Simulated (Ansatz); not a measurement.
## A hypothetical structure for LaYbP2

This structure for LaYbP2 is made up. Its elements were placed in a known structure type with a cell scaled to their sizes. What cell does the guess relax to, and how far off was it?

Program: Ansatz 0.2.0. Level of theory: DFT, PBEsol, plane-wave PAW, default files, scalar-relativistic, ferromagnetic start, cell and ions relaxed at zero pressure. Results are calculated unless marked as measured.

### 1. The structure

It takes space group R-3m (No. 166, trigonal). The conventional cell has a = 4.286 Å, b = 4.286 Å, c = 20.831 Å, α = 90.00°, β = 90.00°, γ = 120.00°. Yb has 6 P at 3.05 Å nearest. La has 6 P at 3.00 Å nearest. Nearest to P lie 3 La at 3.00 Å and 3 Yb at 3.05 Å. Farther neighbours are not listed.

### 2. Relaxing cell and atoms

The guessed cell has no reason to be at equilibrium. It is relaxed with the atoms, within the space group of the guess.

Contents of input.yaml:

```yaml
crystal:
  lattice:
    - [2.143, 1.237261627, 6.943666667]
    - [-2.143, 1.237261627, 6.943666667]
    - [0.0, -2.474523254, 6.943666667]
  atoms:
    - { symbol: Yb, position: [0.5, 0.5, 0.5], spin: 1.0 }
    - { symbol: La, position: [0.0, 0.0, 0.0] }
    - { symbol: P, position: [0.748, 0.748, 0.748] }
    - { symbol: P, position: [0.252, 0.252, 0.252] }
magnetization:
  spin_polarized: true
kpoints:
  mp_grid: { grid: [7, 7, 7] }
scf:
  occupations: { method: fermi_dirac, width: 0.05 }
hamiltonian:
  xc: pbesol
  pseudopotentials: { kind: paw }
relax:
  f_tol: 0.015
  max_steps: 70
  cell: {}
output:
  forces: true
  stress: true
```

The run is started by

```
ansatz run input.yaml --threads 4 --pin off --max-ram 10240MiB --backend cpu --events-out ev --progress --plain --runs-dir out
```

Numbers of over 12 decimals in the logs are rounded to 6 here.

The log of the run:

```text
Warning: where an SCF of this run starts from atoms to list the orders of its open shells, Yb (site 0, from 0) starts with 0.44 μB on its 4f shell and 0.44 μB on its 5d shell, in the place of the 1.00 μB that the deck gives it: its open shells can hold no more by Hund's first rule. To start from spheres of the given moment, type scf.initial_density.shell_occupations: []
basis.fft_grid_basis auto: the FFT boxes are laid along the combinations [[1, 0, -1], [0, 1, -1], [0, 0, 1]] of the cell's own vectors, 4.286, 4.286 and 7.371 Å long. The dense box has 30×30×50 points. Along the cell's own vectors, as sized, it would have 50×50×50, 2.78 times as many. Of the 12 symmetry operations that the crystal satisfies within crystal.symmetry.tolerance (time reversal apart; of a slab, those that [...]
Engine: ansatz 0.2.0, x86_64-unknown-linux-gnu
Pseudopotentials: kind: paw
Pseudopotential: Yb, paw, valence charge 24, recommended cutoff 420 eV (normal), Yb.paw.azcp
Pseudopotential: La, paw, valence charge 11, recommended cutoff 420 eV (normal), La.paw.azcp
Pseudopotential: P, paw, valence charge 5, recommended cutoff 420 eV (normal), P.paw.azcp
Functional definition: PBEsol
  exchange = pbesol_x
  correlation = pbesol_c
Crystal: 4 atoms, lattice volume = 110.465 Å³
Basis set: ecut = 420 eV, 2135 PW (Γ), FFT grids on a1−a3, a2−a3, a3, exchange–correlation on 60×60×100 points (8 copies of the dense FFT grid, shifted against one another)
Bands: 28, of which v1, the nominal top of the filled ones, is band 23 counted from 1 (22 counted from 0)
Symmetry: 12 space group operations
Space group: R-3m (ITA 166), of the structure as read, at distance tolerance 4.8e-5 Å
Magnetic group: BNS 166.97 (UNI 1327), of the structure as read, at distance tolerance 4.8e-5 Å
k-points: 44 of 343
Non-local potential: Yb, projectors of the file, l = 0: 3, l = 1: 2, l = 2: 2, l = 3: 3
Non-local potential: La, projectors of the file, l = 0: 3, l = 1: 2, l = 2: 2, l = 3: 3
Non-local potential: P, projectors of the file, l = 0: 2, l = 1: 2, l = 2: 2
PAW form: soft (Blöchl's): semilocal exchange-correlation on the pseudo side does not see the compensation charge
PAW frozen core: Yb, regenerated for the run's functional, and the local potential with it (the file was generated under x = pbe(κ = 0.804, μ = 0.219515), c = pbe(β = 0.066725))
PAW frozen core: La, regenerated for the run's functional, and the local potential with it (the file was generated under x = pbe(κ = 0.804, μ = 0.219515), c = pbe(β = 0.066725))
PAW frozen core: P, regenerated for the run's functional, and the local potential with it (the file was generated under x = pbe(κ = 0.804, μ = 0.219515), c = pbe(β = 0.066725))
PAW one-centre angular grid: Yb, 590 points (default); XC on 64 Gauss nodes
PAW one-centre angular grid: La, 590 points (default); XC on 64 Gauss nodes
PAW one-centre angular grid: P, 110 points (default); XC on 64 Gauss nodes
Initial density: superposition of atomic densities (chi_scale 0.1, normalization cell, long waves kept (reshape's long-wave potential 0.10 eV rms))
Starting moments: Σ|m| = 1 μB on 1 of 4 sites
Initial wavefunctions: pseudopotential atomic-orbital guess
Functional: x = pbesol(κ = 0.804, μ = 0.123457), c = pbesol(β = 0.046)
SCF iter   1: F=—  HF=-18478.610623 eV  |F-HF|=—  |Δ(HF+E_count)|=         —  Δρ=6.98e-1 (↑6.98e-1 ↓6.63e-1)  dr2=2.94e3  dr2_m=3.29e-1  M=0.507 μB ∫|m|=0.507 μB  β_m=0.30  ethr=3.10e-3  ⟨swp⟩=11.5  Hψ=14629  notcnv=0
Mixer restart at iter 1: flushing history
preconditioner: auto → Kerker (q_TF=auto, 2.349 Å⁻¹)  [metal: Δε(μ)=0.001 eV  Ē_g=8.849 eV  σ=0.050 eV  W_gap=0.00  n_scr=28 (ndim 8)  ℏωp=22.5 eV  f_vac=0.000  D(μ)=29.03/eV (n_scr^D=626)]
spin=Collinear: Kerker preconditioning applied to the charge; magnetization (m = ρ↑ − ρ↓) channel mixes plain (no charge-response kernel on spin).
SCF iter   2: F=—  HF=-21355.498997 eV  |F-HF|=—  |Δ(HF+E_count)|=    2.88e3  Δρ=3.18e-1 (↑3.18e-1 ↓2.81e-1)  dr2=7.07e2  dr2_m=4.17e-1  M=0.907 μB ∫|m|=0.907 μB  β_m=0.25  ethr=3.10e-3  ⟨swp⟩=12.2  Hψ=26991  notcnv=0  defer=1
SCF iter   3: F=—  HF=-21306.081796 eV  |F-HF|=—  |Δ(HF+E_count)|=         —  Δρ=1.72e-1 (↑1.72e-1 ↓7.73e-2)  dr2=4.73e1  dr2_m=3.19e0  M=1.641 μB ∫|m|=1.723 μB  β_m=0.25  ethr=3.10e-3  ⟨swp⟩=7.5  Hψ=9918  notcnv=0  defer=72
Mixer restart at iter 3: flushing history
SCF iter   4: F=—  HF=-21302.668948 eV  |F-HF|=—  |Δ(HF+E_count)|=    3.41e0  Δρ=1.16e-1 (↑1.16e-1 ↓4.95e-2)  dr2=1.64e1  dr2_m=3.36e0  M=1.965 μB ∫|m|=2.012 μB  β_m=0.37  ethr=3.10e-3  ⟨swp⟩=10.1  Hψ=10088  notcnv=0  defer=67
SCF iter   5: F=—  HF=-21308.859308 eV  |F-HF|=—  |Δ(HF+E_count)|=    6.19e0  Δρ=4.49e-2 (↑4.49e-2 ↓2.46e-2)  dr2=3.67e0  dr2_m=4.35e-1  M=1.854 μB ∫|m|=1.914 μB  β_m=0.49  ethr=3.10e-3  ⟨swp⟩=7.4  Hψ=9399  notcnv=0  defer=38
SCF iter   6: F=—  HF=-21313.664015 eV  |F-HF|=—  |Δ(HF+E_count)|=    4.80e0  Δρ=4.46e-2 (↑1.50e-2 ↓4.46e-2)  dr2=2.82e0  dr2_m=2.66e-1  M=1.326 μB ∫|m|=1.418 μB  β_m=0.75  ethr=3.10e-3  ⟨swp⟩=6.7  Hψ=6529  notcnv=0  defer=37
SCF iter   7: F=—  HF=-21320.269952 eV  |F-HF|=—  |Δ(HF+E_count)|=    6.61e0  Δρ=2.16e-2 (↑8.98e-3 ↓2.16e-2)  dr2=7.85e-1  dr2_m=1.85e-1  M=1.053 μB ∫|m|=1.071 μB  β_m=0.87  ethr=3.10e-3  ⟨swp⟩=9.7  Hψ=10217  notcnv=0  defer=102
SCF iter   8: F=—  HF=-21322.654963 eV  |F-HF|=—  |Δ(HF+E_count)|=    2.39e0  Δρ=1.71e-2 (↑8.19e-3 ↓1.71e-2)  dr2=1.01e0  dr2_m=1.05e-1  M=0.602 μB ∫|m|=0.606 μB  β_m=0.94  ethr=1.74e-3  ⟨swp⟩=7.9  Hψ=7721  notcnv=0  defer=85
SCF iter   9: F=—  HF=-21323.023547 eV  |F-HF|=—  |Δ(HF+E_count)|=   3.69e-1  Δρ=9.31e-3 (↑9.31e-3 ↓4.61e-3)  dr2=2.00e-1  dr2_m=1.70e-2  M=0.384 μB ∫|m|=0.386 μB  β_m=0.97  ethr=1.74e-3  ⟨swp⟩=8.0  Hψ=7792  notcnv=0  defer=108
SCF iter  10: F=—  HF=-21322.867093 eV  |F-HF|=—  |Δ(HF+E_count)|=   1.56e-1  Δρ=5.15e-3 (↑5.15e-3 ↓4.38e-3)  dr2=8.49e-2  dr2_m=1.96e-4  M=0.365 μB ∫|m|=0.365 μB  β_m=0.90  ethr=4.44e-4  ⟨swp⟩=6.6  Hψ=7690  notcnv=0  defer=111
SCF iter  11: F=—  HF=-21322.859167 eV  |F-HF|=—  |Δ(HF+E_count)|=   7.93e-3  Δρ=1.01e-3 (↑1.01e-3 ↓6.50e-4)  dr2=3.24e-3  dr2_m=2.94e-4  M=0.314 μB ∫|m|=0.314 μB  β_m=0.95  ethr=1.89e-4  ⟨swp⟩=5.6  Hψ=6455  notcnv=0  defer=88
SCF iter  12: F=—  HF=-21322.856561 eV  |F-HF|=—  |Δ(HF+E_count)|=   2.61e-3  Δρ=4.91e-4 (↑4.60e-4 ↓4.91e-4)  dr2=5.97e-4  dr2_m=1.84e-6  M=0.300 μB ∫|m|=0.300 μB  β_m=0.98  ethr=7.20e-6  ⟨swp⟩=3.3  Hψ=6153  notcnv=0  defer=78
[...]
SCF iter  12: F=-21323.338608 eV  HF=-21323.338608 eV  |F-HF|=4.09e-8  |Δ(HF+E_count)|=  3.38e-10  Δρ=4.78e-6 (↑6.65e-7 ↓4.78e-6)  dr2=3.22e-8  dr2_m=3.87e-9  M=0.292 μB ∫|m|=0.293 μB  β_m=0.86  ethr=2.31e-11  ⟨swp⟩=1.3  Hψ=5421  notcnv=0
SCF iter  13: F=-21323.338608 eV  HF=-21323.338608 eV  |F-HF|=5.24e-10  |Δ(HF+E_count)|=   1.57e-9  Δρ=4.76e-7 (↑7.24e-8 ↓4.76e-7)  dr2=3.73e-10  dr2_m=3.86e-11  M=0.292 μB ∫|m|=0.293 μB  ethr=2.31e-11  ⟨swp⟩=1.8  Hψ=5634  notcnv=0
SCF 3 converged in 13 iterations: F = -21323.338608 eV  dr2 = 3.73e-10
relax step   3: F+E_penalty+E_count = -21323.33860789 eV  Δ(F+E_penalty+E_count) = -6.804e-4 eV  max|allowed force component| = 9.600e-2 eV/Å  Δτ_max = 0.0287 Å  P = -0.200 GPa  Ω = 95.784 Å³  energy of the carried Pulay correction = +1.667e-3 eV  (13 SCF iters, dr2 threshold 4.00e-7 eV, accepted)
[...]
relax step   4: F+E_penalty+E_count = -21323.33985042 eV  Δ(F+E_penalty+E_count) = -1.243e-3 eV  max|allowed force component| = 1.785e-4 eV/Å  Δτ_max = 0.0123 Å  P = +0.024 GPa  Ω = 95.612 Å³  energy of the carried Pulay correction = +1.688e-3 eV  (12 SCF iters, dr2 threshold 4.00e-7 eV, accepted)
Basis set: ecut = 420 eV, 1865 PW (Γ), FFT grids on a1−a3, a2−a3, a3, exchange–correlation on 60×60×96 points (8 copies of the dense FFT grid, shifted against one another)
Initial wavefunctions: pseudopotential atomic-orbital guess (no wavefunctions were taken with the density)
iter 1 solved again at ethr=2.29e-7 eV; its pass at ethr=3.10e-3 eV (dr2=1.03e-4 eV) is discarded
SCF iter   1: F=—  HF=-21323.338925 eV  |F-HF|=—  |Δ(HF+E_count)|=         —  Δρ=4.79e-5 (↑2.90e-5 ↓4.79e-5)  dr2=1.48e-6  dr2_m=2.88e-7  M=0.292 μB ∫|m|=0.292 μB  β_m=0.65  ethr=2.29e-7  ⟨swp⟩=5.0  Hψ=20634  notcnv=0
preconditioner: auto → Kerker (q_TF=auto, 2.406 Å⁻¹)  [metal: Δε(μ)=0.003 eV  Ē_g=9.479 eV  σ=0.050 eV  W_gap=0.01  n_scr=28 (ndim 8)  ℏωp=24.3 eV  f_vac=0.000  D(μ)=5.32/eV (n_scr^D=48)]
spin=Collinear: Kerker preconditioning applied to the charge; magnetization (m = ρ↑ − ρ↓) channel mixes plain (no charge-response kernel on spin).
SCF iter   2: F=—  HF=-21323.338927 eV  |F-HF|=—  |Δ(HF+E_count)|=   2.08e-6  Δρ=5.12e-5 (↑2.81e-5 ↓5.12e-5)  dr2=4.62e-6  dr2_m=1.36e-7  M=0.292 μB ∫|m|=0.292 μB  β_m=0.47  ethr=3.29e-9  ⟨swp⟩=3.0  Hψ=5217  notcnv=0
SCF iter   3: F=—  HF=-21323.338926 eV  |F-HF|=—  |Δ(HF+E_count)|=   4.36e-7  Δρ=1.19e-5 (↑1.08e-5 ↓1.19e-5)  dr2=6.75e-8  dr2_m=4.47e-8  M=0.292 μB ∫|m|=0.292 μB  β_m=0.46  ethr=3.29e-9  ⟨swp⟩=2.9  Hψ=4710  notcnv=0
SCF iter   4: F=—  HF=-21323.338926 eV  |F-HF|=—  |Δ(HF+E_count)|=   3.78e-7  Δρ=7.68e-6 (↑6.83e-6 ↓7.68e-6)  dr2=3.19e-8  dr2_m=3.82e-8  M=0.292 μB ∫|m|=0.292 μB  β_m=0.73  ethr=1.50e-10  ⟨swp⟩=2.7  Hψ=4748  notcnv=0
SCF iter   5: F=—  HF=-21323.338926 eV  |F-HF|=—  |Δ(HF+E_count)|=   2.13e-8  Δρ=2.08e-6 (↑1.39e-6 ↓2.08e-6)  dr2=5.63e-9  dr2_m=1.57e-10  M=0.292 μB ∫|m|=0.292 μB  β_m=0.75  ethr=7.09e-11  ⟨swp⟩=2.0  Hψ=4472  notcnv=0
SCF iter   6: F=—  HF=-21323.338926 eV  |F-HF|=—  |Δ(HF+E_count)|=   2.13e-8  Δρ=3.78e-6 (↑7.59e-7 ↓3.78e-6)  dr2=8.72e-9  dr2_m=4.26e-9  M=0.292 μB ∫|m|=0.292 μB  β_m=0.88  ethr=1.25e-11  ⟨swp⟩=2.1  Hψ=3569  notcnv=0
SCF iter   7: F=—  HF=-21323.338926 eV  |F-HF|=—  |Δ(HF+E_count)|=   1.75e-8  Δρ=3.26e-6 (↑1.21e-6 ↓3.26e-6)  dr2=4.63e-9  dr2_m=4.34e-9  M=0.292 μB ∫|m|=0.292 μB  β_m=0.94  ethr=1.25e-11  ⟨swp⟩=2.0  Hψ=4447  notcnv=0
SCF iter   8: F=—  HF=-21323.338926 eV  |F-HF|=—  |Δ(HF+E_count)|=   9.27e-9  Δρ=6.95e-7 (↑5.11e-7 ↓6.95e-7)  dr2=5.41e-11  dr2_m=3.16e-10  M=0.292 μB ∫|m|=0.292 μB  β_m=0.97  ethr=1.03e-11  ⟨swp⟩=3.0  Hψ=4935  notcnv=0
SCF iter   9: F=—  HF=-21323.338926 eV  |F-HF|=—  |Δ(HF+E_count)|=  1.38e-10  Δρ=2.11e-7 (↑4.33e-8 ↓2.11e-7)  dr2=6.60e-11  dr2_m=6.60e-12  M=0.292 μB ∫|m|=0.292 μB  β_m=0.98  ethr=1.00e-12  ⟨swp⟩=2.4  Hψ=4912  notcnv=0
SCF iter  10: F=—  HF=-21323.338926 eV  |F-HF|=—  |Δ(HF+E_count)|=  9.09e-11  Δρ=7.86e-8 (↑9.54e-9 ↓7.86e-8)  dr2=8.44e-12  dr2_m=1.15e-12  M=0.292 μB ∫|m|=0.292 μB  β_m=0.99  ethr=1.00e-12  ⟨swp⟩=2.1  Hψ=3528  notcnv=0
SCF iter  11: F=-21323.338926 eV  HF=-21323.338926 eV  |F-HF|=7.28e-12  |Δ(HF+E_count)|=  7.28e-12  Δρ=6.00e-8 (↑1.08e-8 ↓6.00e-8)  dr2=5.37e-12  dr2_m=5.63e-13  M=0.292 μB ∫|m|=0.292 μB  ethr=1.00e-12  ⟨swp⟩=4.3  Hψ=11098  notcnv=0
SCF 5 converged in 11 iterations: F = -21323.338926 eV  dr2 = 5.37e-12
relax step   5: F+E_penalty+E_count = -21323.33892587 eV  Δ(F+E_penalty+E_count) = +9.246e-4 eV  max|allowed force component| = 2.856e-4 eV/Å  Δτ_max = 0.0000 Å  P = +0.012 GPa  Ω = 95.612 Å³  stress off target by 1.28e-2 GPa  SCF on the basis re-selected at this cell (its energy is not comparable with the rows above)  (11 SCF iters)
basis re-selected at this cell: Δ(F+E_penalty+E_count) = +9.246e-4 eV, ΔP = -0.012 GPa vs the last step (what re-selecting the basis moved, of the pressure what is left beyond the Pulay correction that the steps carried, after the strain that the cell walked since its last selection, with what the two solves' SCF thresholds leave and, on support functions, any second-order correction that the steps lacked; it is no measure of the basis error at this ecutwfc). The dense FFT grid was sized anew with the basis: this SCF ran on 30×30×48 points, the steps before it on 30×30×50, so part of this shift can come from that change (see relax.cell in the input reference). [rest of the remark cut]
SCF converged after 11 iterations
Magnetization: 0.2918 μB (22.6459 up, 22.3541 down)
Absolute magnetization: 0.2920 μB (∫|ρ↑−ρ↓|, with the PAW one-centre terms)
Spin contamination: 0.0047 ħ² per cell (⟨S²⟩ above its minimum at these occupations)
Per-site moments (μB) at R_I (Å): [(0.243812, 1.161369), (0.00584108, 1.216495), (0.012316, 1.161369), (0.012316, 1.161369)]
Free energy (F): -21323.338926 eV
Harris-Foulkes:  -21323.338926 eV  (|F-HF|=7.28e-12)
Internal energy: -21323.289626 eV  (E = F + TS)
E sigma→0 (E₀):  -21323.314276 eV
Entropy (-TS):   -0.049300 eV (-12.325 meV/atom)
Fermi energy:    10.135027 eV
--- Per-component energies (eV) ---
  E_band       = 4.178983
  E_kinetic    = 697.671504
  E_local      = -7447.138343  (includes V_loc(G=0)·N_el)
  E_nonlocal   = 697.344796
  E_hartree    = 3240.058122
  E_xc         = -428.292350
  E_vxc        = -479.030281  (∫ρ·V_xc dr)
  E_paw        = -13660.859021  (= ΣΔE_a)
  E_vpaw       = 55.215306  (= ΣTr[D̂ρ^β])
  E_aug_tail   = 0.000008  (compensation charges beyond the density's cutoff)
  E_ewald      = -4423.465238
  E_core_change = 1.390896  (= ΣΔE_core)
  E_smearing   = -0.049300  (= −TS)
  E_closure    = 0.000000  (closes the sum)
  Σ components = -21323.338926   (vs F -21323.338926, Δ=0.00e0)
--- Forces (eV/Å), atoms counted from 1 ---
  atom   1  Yb     0.00000000     0.00000000     0.00000000
  atom   2  La     0.00000000     0.00000000     0.00000000
  atom   3  P     -0.00000000     0.00000000     0.00028563
  atom   4  P      0.00000000    -0.00000000    -0.00028563
  max |Σ_I F_I| component: 9.25e-18 eV/Å
--- Stress (GPa, compression-positive) ---
        0.011687       0.000000      -0.000000
        0.000000       0.011687      -0.000000
       -0.000000      -0.000000       0.012828
  P = ⅓ Tr σ = 0.0121 GPa (0.121 kbar)
--- Relaxed structure (4 steps of the walk, 4 accepted, 1 SCFs on fresh bases) ---
  F+E_penalty+E_count = -21323.33892587 eV   max|allowed force component| = 2.856e-4 eV/Å   (the final SCF, on the basis selected at the relaxed cell)
  cell:  # Å, volume = 95.6124 Å³
    - [2.043706, 1.179934, 6.608260]
    - [-2.043706, 1.179934, 6.608260]
    - [0, -2.359868, 6.608260]
  atoms:
    - { symbol: Yb, position: [0.5, 0.5, 0.5] }
    - { symbol: La, position: [-1.457330940815938e-19, -1.4573309408159361e-19, -1.4573309408159378e-19] }
    - { symbol: P, position: [0.755880, 0.755880, 0.755880] }
    - { symbol: P, position: [0.244120, 0.244120, 0.244120] }
```

Wall time 23 s (4 threads of AMD EPYC 9R14 (Zen 4), shared host); peak memory 0.7 GiB; 84 s of CPU time.

Relaxation path:

```
step  energy less that of the first step (eV)  largest force component (eV/Å)  pressure (GPa)  volume (Å³)
   1                                   0.0000                          0.6664           -6.85       110.46
   2                                  -0.4805                          0.1192            0.02        95.79
   3                                  -0.4812                          0.0960           -0.20        95.78
   4                                  -0.4824                          0.0002            0.02        95.61
  5*                                  -0.4815                          0.0003            0.01        95.61
```

Relaxation steps marked * repeat the geometry before them on a plane-wave basis chosen anew for their cell, so energy and pressure can jump there.

The run keeps the 12 symmetry operations that it works with, so distortions that break them were not tested.

```
conventional cell, symmetrised  before   after   change
                         a (Å)   4.286   4.087   -4.6 %
                         b (Å)   4.286   4.087   -4.6 %
                         c (Å)  20.831  19.825   -4.8 %
              volume (Å³/atom)   27.62   23.90  -13.4 %
```

The atoms that moved most (Å, as changes of fractional coordinates times the final cell):

```
atom     dx     dy      dz  length
  P4  0.000  0.000  -0.156   0.156
  P3  0.000  0.000   0.156   0.156
```

Final coordinates:

```cif
data_structure
_symmetry_space_group_name_H-M 'P 1'
_symmetry_Int_Tables_number 1
_cell_length_a 7.0170
_cell_length_b 7.0170
_cell_length_c 7.0170
_cell_angle_alpha 33.866
_cell_angle_beta 33.866
_cell_angle_gamma 33.866
_cell_volume 95.61
loop_
_atom_site_label
_atom_site_type_symbol
_atom_site_fract_x
_atom_site_fract_y
_atom_site_fract_z
_atom_site_occupancy
Yb1 Yb 0.50000 0.50000 0.50000 1
La2 La 0.00000 0.00000 0.00000 1
P3 P 0.75588 0.75588 0.75588 1
P4 P 0.24412 0.24412 0.24412 1
```

Numbers from this step:

| Quantity | Value |
| --- | --- |
| free energy | -21323.3389 eV |
| energy at zero smearing | -21323.3143 eV |
| smearing term TS | 0.04930 eV |
| Fermi energy | 10.14 eV |
| magnetization | 0.2918 μB |
| absolute magnetization | 0.2920 μB |
| site moments | 0.2438, 0.005841, 0.01232, 0.01232 μB |
| electrons | 45 |
| symmetry operations | 12 |
| pressure | 0.01207 GPa |

Site moment by atom:

```
atom  site moment (μB)
 Yb1             0.244
 La2             0.006
  P3             0.012
  P4             0.012
```

Shortest distances by pair of elements, guess and relaxed (not always the same contact):

```
 pair  guess (Å)  relaxed (Å)
 P–Yb      3.047        2.815
 La–P      2.999        2.949
  P–P      4.196        3.873
La–Yb      4.263        4.060
Yb–Yb      4.286        4.087
```

The relaxation ends with a largest force component of 2.9e-4 eV/Å and a pressure of 0.01 GPa.

### 3. Summary of results

```
space group, relaxed : R-3m
conventional cell    : a = 4.087, b = 4.087, c = 19.825 Å; α = 90.0°, β = 90.0°, γ = 120.0°
volume per atom      : 23.90 Å³ (guess 27.62)
total moment         : 0.29 μB in the cell of 4 atoms
```

**Reading.** LaYbP2 relaxes to R-3m with a = 4.087, b = 4.087 and c = 19.825 Å. The guessed volume was 16 % too large. The space group R-3m was held in the relaxation, so the end point is a stationary structure within it and may be a saddle against distortions or other arrangements. The input starts from parallel moments, and no other start was typed. The f shell may be open and has no Hubbard U, so its place in energy and the volume are uncertain. Mesh and cutoff weren't tested. Spin-orbit coupling is left out, which can matter for elements this heavy. No dispersion term is used, so weakly bound directions may come out too long. Nothing here tests whether the compound is stable against decomposition.

[Logs are printed without paths, hosts, clocks, repeated set-up lines and the standing remarks that a program may print on its own settings, such as how far it seeks lower states.]

[Hosts, paths, dates, database ids (printed as entryN), source tags and the programs' standing remarks are cut or masked in the printed files.]
